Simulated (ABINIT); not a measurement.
# A GW chain in ABINIT: LiCl (Fm-3m), part 3 of 3

Wanted: ground state, empty states, screening and self-energy for LiCl (Fm-3m).

ABINIT 10.8.3; LDA and many-body steps on it, plane waves. Known limits of the many-body steps: not at the basis limit; coarse k mesh.

So far. Step 4 (Empty states on the mesh, 4×4×4 mesh, 89 bands): On this mesh the gap is 5.989 eV. Step 5 (Screening, 4×4×4 mesh, 81 bands, screening to 163.3 eV): Local fields lower ε∞ by 15 %. On a Γ-centred mesh this coarse the value itself is usually too large, while a short band sum pulls it down.

The database entry behind the starting cell differs from later determinations by our own check (0.1 to 0.3 % short, probably kX units), so it need not match the best structure at ambient conditions.

## (6) Self-energy, 4×4×4 mesh, 81 bands, screening to 163.3 eV

The self-energy is evaluated for the states that the input lists, and the levels follow from it, in one-shot runs by the linearised quasiparticle equation.

This step: G0W0 on LDA, plane waves, norm-conserving pseudopotentials.

Input file run.abi:

```
acell 3*1.0 Angstrom
rprim 
  0.000000000000 2.564770000000 2.564770000000
  2.564770000000 0.000000000000 2.564770000000
  2.564770000000 2.564770000000 -0.000000000000
ntypat 2
znucl 3 17
natom 2
typat 1 2
xred 
  0.000000000000 0.000000000000 0.000000000000
  0.500000000000 0.500000000000 0.500000000000
pp_dirpath "pseudos"
pseudos "Li.upf, Cl.upf"
ecut 33
ngkpt 4 4 4
nshiftk 1
shiftk 0 0 0
kptopt 1
chksymbreak 0
istwfk *1
occopt 1
irdwfk 1
optdriver 4
nband 81
gwcalctyp 0
ecutsigx 33
symsigma 1
nkptgw 1
kptgw 
  0.0000000000 0.0000000000 0.0000000000
bdgw 
  3 9
ecuteps 6
irdscr 1
ppmodel 1
indata_prefix "in"
outdata_prefix "out"
tmpdata_prefix "tmp"
```

Started as:

```sh
> OMP_NUM_THREADS=1 mpirun -n 4 abinit run.abi > log
```

Numbers of over 12 decimals in the logs are rounded to 6 here.

Output:

```text
.Version 10.8.3 of ABINIT. v10.8.2 released Aug 2026.

 Symmetries : space group Fm -3 m (#225); Bravais cF (face-center cubic)
[... echo of the input left out ...]
== DATASET  1 ==================================================================
-   mpi_nproc: 4, omp_nthreads: 1 (-1 if OMP is not activated)

--- !DatasetInfo
iteration_state: {dtset: 1, }
dimensions: {natom: 2, nkpt: 8, mband: 81, nsppol: 1, nspinor: 1, nspden: 1, mpw: 2085, }
cutoff_energies: {ecut:  33.0, pawecutdg:  -1.0, }
electrons: {nelect:   1.00000000E+01, charge:   0.00000000E+00, occopt:   1.00000000E+00, tsmear:   1.00000000E-02, }

 SIGMA: Calculation of the GW corrections

 Based on a program developped by R.W. Godby, V. Olevano, G. Onida, and L. Reining.
 Incorporated in ABINIT by V. Olevano, G.-M. Rignanese, and M. Torrent.
.Using double precision arithmetic ; gwpc =  8

[... cell and pseudopotentials left out ...]
--------------------------------------------------------------------------------

 ==== K-mesh for the wavefunctions ====
 Number of points in the irreducible wedge :     8
[... list of points left out ...]
 Together with 48 symmetry operations and time-reversal symmetry
 yields    64 points in the full Brillouin Zone.

 ==== Q-mesh for screening function ====
 Number of points in the irreducible wedge :     8
[... list of points left out ...]
 Together with 48 symmetry operations and time-reversal symmetry
 yields    64 points in the full Brillouin Zone.

 vcoul_init : cutoff-mode = AUXILIARY_FUNCTION
 q-points for optical limit:   1
     1)      0.000010    0.000020    0.000030
 setmesh: FFT mesh size selected  =    36x   36x   36
          total number of points  =        46656

 Number of electrons calculated from density =   10.0000; Expected =   10.0000
 average of density, n =  0.043917
 r_s =    1.7583
 omega_plasma =   20.2148 [eV]

 === KS Band Gaps ===
  >>>> For spin  1
   Minimum direct gap =   5.9890 [eV], located at k-point      :   0.0000  0.0000  0.0000
   Fundamental gap    =   5.9890 [eV], Top of valence bands at :   0.0000  0.0000  0.0000
                                       Bottom of conduction at :   0.0000  0.0000  0.0000
 SIGMA fundamental parameters:
 PLASMON POLE MODEL  1
 number of plane-waves for SigmaX                 2085
 number of plane-waves for SigmaC and W            169
 number of plane-waves for wavefunctions          2085
 number of bands                                    81
 number of independent spin polarizations            1
 number of spinorial components                      1
 number of k-points in IBZ                           8
 number of q-points in IBZ                           8
 number of symmetry operations                      48
 number of k-points in BZ                           64
 number of q-points in BZ                           64
 number of frequencies for dSigma/dE                 9
 frequency step for dSigma/dE [eV]                0.25
 number of omega for Sigma on real axis              0
 max omega for Sigma on real axis  [eV]           0.00
 zcut for avoiding poles [eV]                     0.10

 EPSILON^-1 parameters (SCR file):
 dimension of the eps^-1 matrix on file            169
 dimension of the eps^-1 matrix used               169
 number of plane-waves for wavefunctions          2085
 number of bands                                    81
 number of q-points in IBZ                           8
 number of frequencies                               2
 number of real frequencies                          1
 number of imag frequencies                          1

 matrix elements of self-energy operator (all in [eV])

 Perturbative Calculation

--- !SelfEnergy_ee
iteration_state: {dtset: 1, }
kpoint     : [   0.000,    0.000,    0.000, ]
spin       : 1
KS_gap     :    5.989
QP_gap     :    8.906
Delta_QP_KS:    2.917
data: !SigmaeeData |
     Band     E0 <VxcDFT>   SigX SigC(E0)      Z dSigC/dE  Sig(E)    E-E0       E
        3   0.082 -14.528 -18.906   2.134   0.800  -0.250 -16.323  -1.794  -1.712
        4   0.082 -14.528 -18.906   2.134   0.800  -0.250 -16.323  -1.794  -1.712
        5   0.082 -14.528 -18.906   2.134   0.800  -0.250 -16.323  -1.794  -1.712
        6   6.071  -9.728  -4.830  -3.565   0.842  -0.187  -8.605   1.123   7.194
        7  11.664  -9.876  -4.327  -3.781   0.832  -0.202  -8.405   1.470  13.135
        8  11.664  -9.876  -4.327  -3.781   0.832  -0.202  -8.405   1.470  13.135
        9  11.664  -9.876  -4.327  -3.781   0.832  -0.202  -8.405   1.470  13.135

== END DATASET(S) ==============================================================
================================================================================

 -outvars: echo values of variables after computation  --------
           etotal      0.0000000000E+00
            nband          81
             nkpt           8
          spgroup         225
 [... the other variables as echoed above ...]

 Calculation completed.
```

Wall time 3.1 s (4 MPI ranks of Arm Neoverse V2, shared host); peak memory 0.35 GiB; 12 s of CPU time.

This step gave:

```yaml
g0w0_gap_on_the_points_computed: 8.906 eV
starting_gap_on_the_mesh: 5.989 eV
k_of_the_valence_top: 0, 0, 0
k_of_the_conduction_bottom: 0, 0, 0
z_at_the_valence_top: 0.8
z_at_the_conduction_bottom: 0.842
least_direct_g0w0_gap_on_the_computed_points: 8.906 eV
```

The gap on the mesh goes from 5.99 eV to 8.91 eV, a correction of +2.92 eV.

Limits: finite bands, cutoff and mesh; coarse k mesh. v1 is the top filled band, c1 the lowest empty one. The levels before and after the correction (eV, zero at the valence-band top of each column):

|  | conduction bottom | valence top |
| --- | --- | --- |
| Kohn-Sham | 5.99 | 0.00 |
| G0W0 | 8.91 | 0.00 |

|  | level | energy (eV) |
| --- | --- | --- |
| Kohn-Sham | Γ v3-v1 | 0.000 |
| Kohn-Sham | Γ c1 | 5.989 |
| Kohn-Sham | Γ c2-c4 | 11.582 |
| G0W0 | Γ v3-v1 | 0.000 |
| G0W0 | Γ c1 | 8.906 |
| G0W0 | Γ c2-c4 | 14.847 |

## (7) Where the time went

Times are wall times on 4 MPI ranks of Arm Neoverse V2, shared host, good to a factor of about two.

| step | time | share | memory (GiB) |
| --- | --- | --- | --- |
| ground state | 4.9 s | 15 % | 0.27 |
| bands along the symmetry lines | 4.6 s | 14 % | 0.25 |
| empty states on the mesh | 15 s | 45 % | 1.1 |
| screening | 5.6 s | 17 % | 0.51 |
| self-energy | 3.1 s | 9 % | 0.35 |

## (8) Summary of results

| Item | Value |
| --- | --- |
| LDA gap | 5.99 eV, indirect (only 4 meV under the direct gap) |
| G0W0 gap on the mesh | 8.91 eV |
| GW settings | 4×4×4 mesh, 81 bands, screening to 163.3 eV, Godby-Needs plasmon pole |
| known limits | not at the basis limit; coarse k mesh |

In words: G0W0 moves the gap on the mesh from 5.99 eV to 8.91 eV (+2.92 eV), with Z of 0.80 and 0.84 at the edges. Local fields lower the RPA ε∞ on this mesh from 3.52 to 3.00; a Γ-centred mesh this coarse tends to raise both, most where the direct gap is narrow, while a short band sum lowers them. Only 1 of the mesh's irreducible points was corrected, so a valley elsewhere could overtake. The dearest step here is «empty states on the mesh». Bands and cutoff are finite, so the gap is not at the basis limit. The miss can reach some tenths of an eV and take either sign; the mesh is an error of its own. In the G0W0 run levels were corrected at 1 k point alone, so a gap called «on the mesh» is the least over those, and an edge elsewhere would be missed. The 4×4×4 mesh is coarse for this cell, which bears on the long-range parts of exchange and screening.

[Paths, hosts, dates, memory and timing lines, banners, echoed tables and standing remarks are left out of the program output.]

[Logs are printed without paths, hosts, clocks, repeated set-up lines and the standing remarks that a program may print on its own settings, such as how far it seeks lower states.]

[Runs of the session that timed out or met a known fault of the program may be left out.]

[Hosts, paths, dates, database ids (printed as entryN), source tags and the programs' standing remarks are cut or masked in the printed files.]

[G0W0 gaps are taken among the corrected bands and points alone; a level outside them can change the order at an edge.]

[Where Ansatz stands beside ABINIT at settings called matched, ABINIT's density can come from a denser mesh and the files from another edition; pairs whose starting gaps differed by over 0.03 eV were left out, so agreement reads better than it is.]
